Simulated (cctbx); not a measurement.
**Reading a Patterson map**

Space group Pbam (no. 55), a = 6.6240 Å, b = 13.4750 Å, c = 4.1030 Å, α = 90.00°, β = 90.00°, γ = 90.00°, content Br8 Sc2 Li4.

The data are simulated with cctbx, not measured: Mo Kα, λ = 0.71073 Å, to d = 0.77 Å, 95 % of the full sphere, strongest reflection 20000 counts, noise from counting, a 1.5 % proportional error and a noise floor of 2 counts (s.d.); no absorption, some extinction.

Patterson synthesis, origin scaled to 1000:

```text
Patterson group P m m m
      u       v       w   height  length (A)
  0.000   0.000   0.000   1000.0     0.00
  0.000   0.500   0.000    632.4     6.74
  0.000   0.272   0.500    414.6     4.20
  0.500   0.418   0.500    386.0     6.84
  0.500   0.083   0.500    313.9     4.05
  0.500   0.349   0.000    240.0     5.75
  0.500   0.143   0.000    237.0     3.83
  0.287   0.402   0.500    121.0     6.10
  0.258   0.321   0.000    119.7     4.65
  0.239   0.179   0.000    116.9     2.89
  0.217   0.096   0.500    111.6     2.82
  0.430   0.194   0.000     93.4     3.87
  0.500   0.500   0.000     52.8     7.51
  0.500   0.500   0.500     17.0     7.78
```

**Question.** Which atom pairs make the peaks, and where is the heaviest atom?

A peak at u stands for all pairs with xi − xj = u, with weight Σ ZiZj against Σ Z² = 10718 at the origin. Peak heights follow these weights only roughly, since form factors, motion and series ripples differ, all vectors within 0.55 Å of a peak are counted as merged into it though the farther ones add only part of their weight, and F(000) is left out, which lowers the whole map:

| u | v | w | shortest length (Å) | height | 1000 ΣZiZj/ΣZ² | pairs in the cell |
| --- | --- | --- | --- | --- | --- | --- |
| 0.000 | 0.500 | 0.000 | 6.74 | 632 | 914 | 8 × Br–Br |
| 0.000 | 0.272 | 0.500 | 4.20 | 415 | 481 | 4 × Br–Br, 4 × Sc–Li |
| 0.500 | 0.418 | 0.500 | 6.85 | 386 | 457 | 4 × Br–Br |
| 0.500 | 0.083 | 0.500 | 4.05 | 314 | 457 | 4 × Br–Br |
| 0.500 | 0.349 | 0.000 | 5.75 | 240 | 229 | 2 × Br–Br |
| 0.500 | 0.143 | 0.000 | 3.83 | 237 | 229 | 2 × Br–Br |
| 0.287 | 0.402 | 0.500 | 6.10 | 121 | 157 | 2 × Br–Sc, 2 × Br–Li |
| 0.258 | 0.321 | 0.000 | 4.65 | 120 | 157 | 2 × Br–Sc, 2 × Br–Li |
| 0.239 | 0.179 | 0.000 | 2.89 | 117 | 157 | 2 × Br–Sc, 2 × Br–Li |
| 0.217 | 0.096 | 0.500 | 2.82 | 112 | 157 | 2 × Br–Sc, 2 × Br–Li |

The table stops at ten peaks or at a height of 45, below which ripples compete. In the model behind the data Br, the heaviest element, has 2 independent sites: (0.2433, 0.1790, 0) and (0.2176, 0.9035, 1/2), up to an allowed shift of origin; the Br–Br vectors are differences of these positions and their symmetry mates. The whole model:

```csv
atom,mult.,x,y,z,Ueq (Å²)
Br1,4,0.2433,0.1790,0,0.0077
Br2,4,0.2176,0.9035,1/2,0.0126
Sc1,2,1/2,1/2,0,0.0098
Li1,4,0.0277,0.7062,1/2,0.0194
```

The model was made for the exercise: a known structure type with other elements put in, its volume estimated, not relaxed; displacement parameters are assumed.

[Logs are printed without paths, hosts, clocks, repeated set-up lines and the standing remarks that a program may print on its own settings, such as how far it seeks lower states.]
